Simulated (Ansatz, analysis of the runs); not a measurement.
# Transmission past a defect: Cu wire along [110], 4 atoms a period, vacancy of one Cu, part 4 of 4

What does the defect do to the conductance?

Ansatz 0.2.0; DFT PBE, plane waves, PAW; relaxation of a wire's period (the session's first sound run).

So far, conductance of the lead as this run defines it (G₀): step 3 (the wire at its relaxed period) 3.78.

## Step 5: Transmission between the leads

This step: DFT PBE, plane waves, PAW; transmission of a junction in a wire (Ansatz 0.2.0).

The cell is now read as a scatterer between two semi-infinite leads, named by two sites one period apart. The scattering states in its self-consistent potential are matched to the leads' states at each energy. One point across is taken, as for a wire in vacuum.

Input file input.yaml:

```yaml
crystal:
  lattice:
    - [8.615, 0.0, 0.0]
    - [0.0, 10.65, 0.0]
    - [0.0, 0.0, 21.9077510561]
  atoms:
    - { symbol: Cu, position: [0.393193592, 0.44203737, 0.0] }
    - { symbol: Cu, position: [0.598664468, 0.331705733, 0.055555556] }
    - { symbol: Cu, position: [0.606806408, 0.55796263, 0.055555556] }
    - { symbol: Cu, position: [0.401335532, 0.668294267, 0.0] }
    - { symbol: Cu, position: [0.393193592, 0.44203737, 0.111111111] }
    - { symbol: Cu, position: [0.598664468, 0.331705733, 0.166666667] }
    - { symbol: Cu, position: [0.606806408, 0.55796263, 0.166666667] }
    - { symbol: Cu, position: [0.401335532, 0.668294267, 0.111111111] }
    - { symbol: Cu, position: [0.393193592, 0.44203737, 0.222222222] }
    - { symbol: Cu, position: [0.598664468, 0.331705733, 0.277777778] }
    - { symbol: Cu, position: [0.606806408, 0.55796263, 0.277777778] }
    - { symbol: Cu, position: [0.401335532, 0.668294267, 0.222222222] }
    - { symbol: Cu, position: [0.3918362762, 0.4230271295, 0.3380170075] }
    - { symbol: Cu, position: [0.4866959409, 0.3231653043, 0.4367365578] }
    - { symbol: Cu, position: [0.62310119, 0.499729149, 0.3896656875] }
    - { symbol: Cu, position: [0.4267032158, 0.6484296866, 0.3508845037] }
    - { symbol: Cu, position: [0.3521896396, 0.5153846674, 0.4455446753] }
    - { symbol: Cu, position: [0.6117466603, 0.4775186532, 0.5066417824] }
    - { symbol: Cu, position: [0.5398885083, 0.6746293755, 0.4582146337] }
    - { symbol: Cu, position: [0.3776687206, 0.3798396515, 0.543604081] }
    - { symbol: Cu, position: [0.6071711868, 0.3565889102, 0.6082605081] }
    - { symbol: Cu, position: [0.6212384879, 0.5799280356, 0.6101519991] }
    - { symbol: Cu, position: [0.3891726162, 0.6062795345, 0.5529687183] }
    - { symbol: Cu, position: [0.393193592, 0.44203737, 0.666666667] }
    - { symbol: Cu, position: [0.598664468, 0.331705733, 0.722222222] }
    - { symbol: Cu, position: [0.606806408, 0.55796263, 0.722222222] }
    - { symbol: Cu, position: [0.401335532, 0.668294267, 0.666666667] }
    - { symbol: Cu, position: [0.393193592, 0.44203737, 0.777777778] }
    - { symbol: Cu, position: [0.598664468, 0.331705733, 0.833333333] }
    - { symbol: Cu, position: [0.606806408, 0.55796263, 0.833333333] }
    - { symbol: Cu, position: [0.401335532, 0.668294267, 0.777777778] }
    - { symbol: Cu, position: [0.393193592, 0.44203737, 0.888888889] }
    - { symbol: Cu, position: [0.598664468, 0.331705733, 0.944444444] }
    - { symbol: Cu, position: [0.606806408, 0.55796263, 0.944444444] }
    - { symbol: Cu, position: [0.401335532, 0.668294267, 0.888888889] }
kpoints:
  mp_grid: { grid: [1, 1, 4] }
scf:
  occupations: { method: fermi_dirac, width: 0.05 }
hamiltonian:
  xc: pbe
output:
  transmission:
    e_range: [-1.26, 1.26]
    de: 0.035
    kmesh: [1, 1]
    reduced_basis: true
    leads: [[31, 0]]
  dos: { projected: true, e_range: [-4, 3] }
  write_potential: true
  write_density: true
  volumetric_format: npy
  elf: true
basis:
  ecutwfc: "350 eV"
```

Launch:

```bash
$ ansatz run input.yaml --threads 4 --pin off --max-ram 16384MiB --backend cpu --events-out ev --progress --plain --runs-dir out
```

Numbers of over 12 decimals in the logs are rounded to 6 here.

The log of the run:

```text
[...]
Crystal: 35 atoms, lattice volume = 2010.031 Å³
Basis set: ecut = 350 eV, 29869 PW (Γ)
Bands: 399, of which v1, the nominal top of the filled ones, is band 333 counted from 1 (332 counted from 0)
Symmetry: 1 space group operations
[...]
k-points: 3 of 4 (time reversal used)
[...]
SCF iter   1: F=—  HF=-231844.500463 eV  |F-HF|=—  |Δ(HF+E_count)|=         —  Δρ=2.50e-3  dr2=2.94e-1  ethr=1.77e-3  ⟨swp⟩=7.0  Hψ=5002  notcnv=0  defer=113
[...]
SCF iter  14: F=-231844.475122 eV  HF=-231844.475122 eV  |F-HF|=1.89e-8  |Δ(HF+E_count)|=  8.73e-10  Δρ=1.09e-6  dr2=3.29e-8  ethr=1.50e-11  ⟨swp⟩=14.0  Hψ=4328  notcnv=0
SCF 1 converged in 14 iterations: F = -231844.475122 eV  dr2 = 3.29e-8
[...]
transmission: 25 of 150 steps passed
transmission: 50 of 150 steps passed
[...]
transmission: 150 of 150 steps passed
WARN: The output density's exchange-correlation potential varies sharply where the density is thin. Do not read a vacuum level from v_tot or v_xc, or from such a field of the output density. On a cell that repeats whose density bears no net charge and no dipole along the vacuum's axis use v_es (v_loc + v_h of the components); under efield.dipole_correction with no amplitude use v_es + v_field, which holds any externa [...]
SCF converged after 14 iterations
Free energy (F): -231844.475122 eV
[...]
Internal energy: -231844.339843 eV  (E = F + TS)
E sigma→0 (E₀):  -231844.407483 eV
Entropy (-TS):   -0.135279 eV (-3.865 meV/atom)
Fermi energy:    0.133882 eV
[...]
--- Band table (eV) ---
  k-point 0: bands = [... 329 lower, -0.4694, 0.1654, 0.1870, 0.2102, 0.2429, 0.2848, 0.3703, 0.4477, ... 62 higher]
  k-point 1: bands = [... 329 lower, -0.3369, -0.2648, -0.0458, 0.0874, 0.1932, 0.4924, 0.5027, 0.7726, ... 62 higher]
  k-point 2: bands = [... 329 lower, -0.3686, -0.2592, -0.1636, -0.1259, 0.1986, 0.4731, 0.7891, 0.8079, ... 62 higher]
--- Transmission ---
  basis      : 671 plane waves across, 25 finite elements along
  points     : 1, standing for a mesh of 1 x 1
[...]
crystal 0  : Cu4, at the sites [31, 0], period 2.4342 Å, over 14.61 Å; its Hamiltonian steps by up to 13.4 meV
[...]
filled         : 21.6 meV over the level at which it is neutral
    channels       : 4.000000e0 a spin
[...]
junction   : crystal 0 to crystal 0, 0.61 to 20.08 Å
    transmission   : 2.912029e0 a spin
    error estimate : 3.300285e-4 a spin from the reduction of the transverse basis, at the most 2.703949e-3 at -1.225000 eV
    conductance    : 2.4591e14 S/m² at 300 K (2.4426e14 on every other energy)
    error estimate : 0.7 % from the energy spacing and 0.0 % from band edges of the leads and from resonances (wavevectors taken as independent; lower de), 0.0 % from the reduction of the transverse basis, 0.2 % from the steps of its leads' Hamiltonians or their offsets (lay more layers), 0.2 % from the distance to neutral
    resistance     : 1.0197e-3 Ω µm² beyond half of each lead's own
```

Elapsed: 6.4 min, on 4 threads of Arm Neoverse V1, shared host; peak memory 6 GiB; 21 min of CPU time.

Numbers from this step:

```yaml
energy_at_zero_smearing: -231844.4075 eV
transmission_at_the_energy_nearest_the_fermi_level_one_spin: 2.912
step_of_the_lead_s_hamiltonian: 13.4 meV
conductance_of_the_junction: 2.912 G₀
```

The transmission, one spin by energy, zero at the Fermi level:

```csv
energy (eV),"transmission, one spin"
-1.26,1.86
-1.19,1.50
-1.12,1.87
-1.05,1.64
-0.98,1.24
-0.91,2.26
-0.84,2.51
-0.77,2.62
-0.70,2.69
-0.63,2.74
-0.59,2.76
-0.53,2.79
-0.46,2.81
-0.39,2.83
-0.32,2.85
-0.24,2.87
-0.17,2.88
-0.10,2.89
-0.04,2.90
0.00,2.91
0.04,2.92
0.10,2.93
0.17,2.95
0.24,2.97
0.32,2.99
0.39,3.01
0.46,3.05
0.53,3.09
0.59,3.17
0.63,3.22
0.70,3.36
0.77,3.55
0.84,3.73
0.91,3.80
0.98,3.68
1.05,3.45
1.12,3.16
1.19,3.26
1.26,3.78
```

The open channels of the lead, one spin by energy, zero at the Fermi level:

| energy (eV) | open channels of the lead, one spin |
| --- | --- |
| -1.26 | 6 |
| -1.19 | 4 |
| -1.08 | 2 |
| -1.01 | 2 |
| -0.91 | 3 |
| -0.84 | 3 |
| -0.73 | 3 |
| -0.67 | 3 |
| -0.56 | 3 |
| -0.49 | 3 |
| -0.39 | 3 |
| -0.32 | 3 |
| -0.21 | 3 |
| -0.14 | 3 |
| -0.04 | 4 |
| 0.00 | 4 |
| 0.04 | 4 |
| 0.14 | 4 |
| 0.21 | 4 |
| 0.32 | 4 |
| 0.39 | 4 |
| 0.49 | 4 |
| 0.56 | 4 |
| 0.67 | 4 |
| 0.73 | 4 |
| 0.84 | 4 |
| 0.91 | 4 |
| 1.01 | 4 |
| 1.08 | 4 |
| 1.19 | 5 |
| 1.26 | 5 |

Projected DOS an atom over height of the atomic layer and energy from the Fermi level.  broadened by a Gaussian of 0.15 eV, since few k-points sample the long cell.

Values in states/eV, 12 rows by 16 columns, each cell a mean:
```
0.22 0.21 0.22 0.24 0.27 0.28 0.30 0.38 0.36 0.36 0.38 0.25 0.20 0.21 0.24 0.24
0.29 0.23 0.24 0.30 0.31 0.28 0.39 0.53 0.44 0.27 0.26 0.32 0.29 0.22 0.24 0.29
0.33 0.38 0.40 0.40 0.36 0.30 0.32 0.25 0.26 0.24 0.28 0.38 0.41 0.40 0.35 0.28
0.40 0.38 0.38 0.35 0.34 0.33 0.33 0.24 0.27 0.29 0.30 0.33 0.37 0.38 0.39 0.44
0.35 0.38 0.38 0.38 0.38 0.41 0.46 0.32 0.39 0.42 0.39 0.37 0.35 0.37 0.37 0.35
1.27 1.23 1.25 1.27 1.35 1.48 1.42 1.49 1.45 1.82 1.99 1.35 1.25 1.20 1.23 1.23
4.93 4.93 5.04 5.26 5.69 5.85 5.99 6.21 5.79 5.79 5.97 5.50 4.99 4.94 4.92 5.00
4.90 4.87 4.73 4.94 4.83 4.68 4.15 4.70 4.39 4.40 4.19 4.80 4.90 4.83 4.88 4.87
3.83 3.83 3.80 3.75 3.58 3.52 3.16 3.33 3.19 3.24 3.33 3.56 3.75 3.82 3.82 3.82
2.71 2.75 2.73 2.65 2.85 2.96 2.84 3.12 2.94 3.16 3.38 2.92 2.69 2.76 2.74 2.70
2.03 2.02 2.05 2.07 2.11 1.99 2.25 1.81 2.41 2.12 2.05 2.17 2.09 2.03 2.04 2.06
1.77 1.77 1.78 1.58 1.32 1.20 1.56 1.25 1.46 1.18 1.00 1.37 1.79 1.81 1.76 1.72
```
Columns: height of the atomic layer (Å) from 0 to 20.7 (not evenly spaced); rows upwards: energy from the Fermi level (eV) from -3.98 to 1.47.

Valence density in the cb plane at fractional x = 0.607, with atoms of Cu within 0.2 Å of it. It is the smooth field of the valence electrons, not physical close to the nuclei.

Values in e/Å³, 13 rows by 16 columns, each cell a mean:
```
 0  0  0  0  0  0  0  0  0  0  0  0  0  0  0  0
 0  0  0  0  0  0  0  0  0  0  0  0  0  0  0  0
 0  0  0  0  0  0  0  0  0  0  0  0  0  0  0  0
 0  0  0  0  1  0  0  0  0  0  0  0  0  0  0  0
 1  0  0  0  2  0  0  3  1  1  1  0  1  0  1  0
23  1  2  1  0  1  1 20  2 10 15  1 23  1 17  8
 3  0 16  6  2 22  1  1  0  2  2  0  3  0  2  1
 1  0  1  0  1  4  0  6  1  1  1  0  1  0  1  1
22  0  0  0  0  0  1 21  2 10 14  1 22  1 16  8
 3  0  0  0  0  0  0  0  0  1  2  0  3  0  2  1
 0  0  0  0  0  0  0  0  0  0  0  0  0  0  0  0
 0  0  0  0  0  0  0  0  0  0  0  0  0  0  0  0
 0  0  0  0  0  0  0  0  0  0  0  0  0  0  0  0
```
Columns run along c (16.0 Å, from fractional 0.27 to 1.00 of the cell), rows up along b (10.7 Å). Atoms in or near the plane, at fractional coordinates: Cu at (0.28, 0.33), Cu at (0.28, 0.56), Cu at (0.39, 0.50), Cu at (0.51, 0.48), Cu at (0.61, 0.36), Cu at (0.61, 0.58), Cu at (0.72, 0.33), Cu at (0.72, 0.56), Cu at (0.83, 0.33), Cu at (0.83, 0.56), Cu at (0.94, 0.33), Cu at (0.94, 0.56).

ELF in the cb plane at fractional x = 0.607, with atoms of Cu within 0.2 Å of it. It is the smooth field of the valence electrons, not physical close to the nuclei.

Ten even steps from '0' (0.00) to '9' (0.81), each cell a mean:
```
00000000000000000000000000000000000000000000
00000000000000000000000000000000000000000000
00000000000000000000000000000000000000000000
00000000000000000000000000000000000000000000
10000011111111110000011110000000000000000000
11111112211111111111122211111111111111111111
22222222211221112122222232222222222222222222
22222233222332122222112233222233222223322223
22223333322222233212332232222233222223222222
55323322222222223223873222364222246322235522
89422223322322222223663222597222279522249832
44222248732223652222222221343222234322224422
22222236522224973232222222222222222222222222
22222222223322432222222232222222222223222222
33222222223322222223662222233222233222223322
88412233222223223224983222596222279522238832
66311222211122222212332222475222257423236632
22211111111111112211112232222233222223222222
11111111111111111111112221111222211123211112
11110000000000000001111111111112111112211112
00000000000000000000000000000000000001100001
00000000000000000000000000000000000000000000
00000000000000000000000000000000000000000000
00000000000000000000000000000000000000000000
```
Columns run along c (16.0 Å, from fractional 0.27 to 1.00 of the cell), rows up along b (10.7 Å). Atoms in or near the plane, at fractional coordinates: Cu at (0.28, 0.33), Cu at (0.28, 0.56), Cu at (0.39, 0.50), Cu at (0.51, 0.48), Cu at (0.61, 0.36), Cu at (0.61, 0.58), Cu at (0.72, 0.33), Cu at (0.72, 0.56), Cu at (0.83, 0.33), Cu at (0.83, 0.56), Cu at (0.94, 0.33), Cu at (0.94, 0.56).

Electrostatic potential energy in the cb plane at fractional x = 0.607, with atoms of Cu within 0.2 Å of it. With pseudopotentials it is smooth inside the atoms' cores, unlike the true potential.

Ten even steps from '0' (-53 eV) to '9' (4 eV), each cell a mean:
```
99999999999999999999999999999999999999999999
99999999999999999999999999999999999999999999
99999999999999999999999999999999999999999999
99999999999999999999999999999999999999999999
99999999999999999999999999999999999999999999
99999999999889999999999999999999999999999999
99999999997557999999999999999999999999999999
99999999985236899999889999999999999999999999
66899999987457999986336899767899876799986689
10379988888888999972002797201588510279830148
00169852368987668983003785000388300058710027
11489710038972014897557997312688621379841158
77899720048961003899889999878999987899987789
88899975689984226887557999888999988899988899
33589999999998789972004898423799732489853368
00179999998999999971002786100488400168720027
00279999998899999985236896100488400168730038
55789999999999999998889998655899855689975579
99999999999999999999999999999999999999999999
99999999999999999999999999999999999999999999
99999999999999999999999999999999999999999999
99999999999999999999999999999999999999999999
99999999999999999999999999999999999999999999
99999999999999999999999999999999999999999999
```
Columns run along c (16.0 Å, from fractional 0.27 to 1.00 of the cell; values clipped at the 3rd and 97th percentile), rows up along b (10.7 Å). Atoms in or near the plane, at fractional coordinates: Cu at (0.28, 0.33), Cu at (0.28, 0.56), Cu at (0.39, 0.50), Cu at (0.51, 0.48), Cu at (0.61, 0.36), Cu at (0.61, 0.58), Cu at (0.72, 0.33), Cu at (0.72, 0.56), Cu at (0.83, 0.33), Cu at (0.83, 0.56), Cu at (0.94, 0.33), Cu at (0.94, 0.56).

By hand: the program gives 2.4591 × 10^14 S/m² over the cell's cross-section of 91.75 Å² = 9.175 × 10^-19 m², so one cell conducts 2.256 × 10^-4 S. Divided by G0 = 2e²/h = 7.748 × 10^-5 S this is 2.91 G0, a resistance of 4.43 kΩ.

The conductance is 2.91 G₀, with 4 channels a spin open in the lead. The lead's Hamiltonian steps by 13.4 meV, which the program lets pass, though it counts in the error estimate.

## Step 6: Landauer integrals

This step: Landauer integrals over the computed T(E), interpolated linearly between its energies (analysis of the runs above).

Conductance and thermopower are moments of T(E) over the thermal window; sliding the window along E stands for a gate that leaves T(E) rigid.

Numbers from this step:

- conductance at 300 K, interpolated from T(E): 2.912 G₀
- thermopower at 300 K: -0.5449 μV/K
- Lorenz number over L0: 0.9996

T(E) held rigid; rough near sharp steps of T(E). Conductance at 300 K against shift of the leads' level:

shift of the leads' level (eV), conductance at 300 K (G₀) and a bar from the least value:
```
   -0.900       2.17 
   -0.850       2.43 #####
   -0.800       2.56 #######
   -0.700       2.68 ##########
   -0.650       2.72 ##########
   -0.600       2.75 ###########
   -0.550       2.78 ###########
   -0.450       2.81 ############
   -0.400       2.83 ############
   -0.350       2.84 #############
   -0.300       2.85 #############
   -0.200       2.87 #############
   -0.150       2.88 #############
   -0.100       2.89 ##############
   -0.050       2.90 ##############
    0.050       2.92 ##############
    0.100       2.93 ##############
    0.150       2.94 ###############
    0.200       2.96 ###############
    0.300       2.98 ###############
    0.350       3.00 ################
    0.400       3.02 ################
    0.450       3.05 #################
    0.550       3.12 ##################
    0.600       3.18 ###################
    0.650       3.26 #####################
    0.700       3.37 #######################
    0.800       3.62 ###########################
    0.850       3.72 #############################
    0.900       3.76 ##############################
```

T(E) held rigid; rough near sharp steps of T(E). The thermopower at 300 K by shift of the leads' level:

| shift of the leads' level (eV) | thermopower at 300 K (μV/K) |
| --- | --- |
| -0.900 | -22.6 |
| -0.850 | -11.2 |
| -0.800 | -5.73 |
| -0.700 | -2.49 |
| -0.650 | -1.89 |
| -0.600 | -1.50 |
| -0.550 | -1.21 |
| -0.450 | -0.842 |
| -0.400 | -0.723 |
| -0.350 | -0.634 |
| -0.300 | -0.566 |
| -0.200 | -0.476 |
| -0.150 | -0.451 |
| -0.100 | -0.457 |
| -0.050 | -0.507 |
| 0.050 | -0.549 |
| 0.100 | -0.550 |
| 0.150 | -0.566 |
| 0.200 | -0.602 |
| 0.300 | -0.758 |
| 0.350 | -0.899 |
| 0.400 | -1.11 |
| 0.450 | -1.41 |
| 0.550 | -2.44 |
| 0.600 | -3.22 |
| 0.650 | -4.13 |
| 0.700 | -4.96 |
| 0.800 | -4.66 |
| 0.850 | -2.76 |
| 0.900 | 0.0751 |

The two levels move by half the bias each and T(E) is held rigid. Table of current from the zero-bias T(E) by bias:

```
bias (V)  current from the zero-bias T(E) (μA)
   0.000                                     0
   0.100                                  22.6
   0.200                                  45.1
   0.300                                  67.7
   0.400                                  90.3
   0.500                                   113
   0.600                                   135
   0.700                                   158
   0.800                                   181
   0.900                                   203
   1.000                                   226
   1.100                                   249
   1.200                                   272
   1.300                                   295
   1.400                                   318
   1.500                                   342
   1.600                                   366
   1.700                                   390
   1.800                                   413
   1.900                                   435
```

By hand, Mott's formula: S = −(π²k²T/3e) d ln T/dE, and π²k²T/3e = 7.33 μV/K × eV at 300 K. The computed T is 2.90 at -0.070 eV and 2.93 at +0.070 eV, so d ln T/dE ≈ 0.0758 per eV and S ≈ -0.556 μV/K, against -0.545 from the integrals.

The thermopower is -0.545 μV/K. The Lorenz ratio is 1.00, where the Wiedemann-Franz law gives 1. Moving the level by up to 0.1 eV either way gives -0.55 to -0.46 μV/K.

## Step 7: Outcome

| Item | Value |
| --- | --- |
| conductance of the perfect wire | 3.78 G₀ |
| conductance, vacancy of one Cu | 2.91 G₀ |
| thermopower, vacancy of one Cu | -0.545 μV/K |

Summed over the computed window, 80 % of the lead's open channels pass the defect; the conductance at 300 K is 2.91 G₀. With vacancy of one Cu, 75 % of the conductance of that run's own lead (3.89 G₀) is left. Transport is coherent and elastic here: the atoms are frozen, so scattering by vibrations plays no part. With vacancy of one Cu several atoms of the wire itself moved far in the relaxation, so the changed stretch between the held leads may scatter as well as the defect. The free region is short: held atoms still bear up to 0.7 eV/Å after a relaxation. A cutoff under the files' recommended one was taken to save time; its effect on T(E) was not tested here. A cell with an odd number of electrons ran without spin; a level of the scatterer near the Fermi level could split if spin were allowed.

[Logs are printed without paths, hosts, clocks, repeated set-up lines and the standing remarks that a program may print on its own settings, such as how far it seeks lower states.]

[Hosts, paths, dates, database ids (printed as entryN), source tags and the programs' standing remarks are cut or masked in the printed files.]
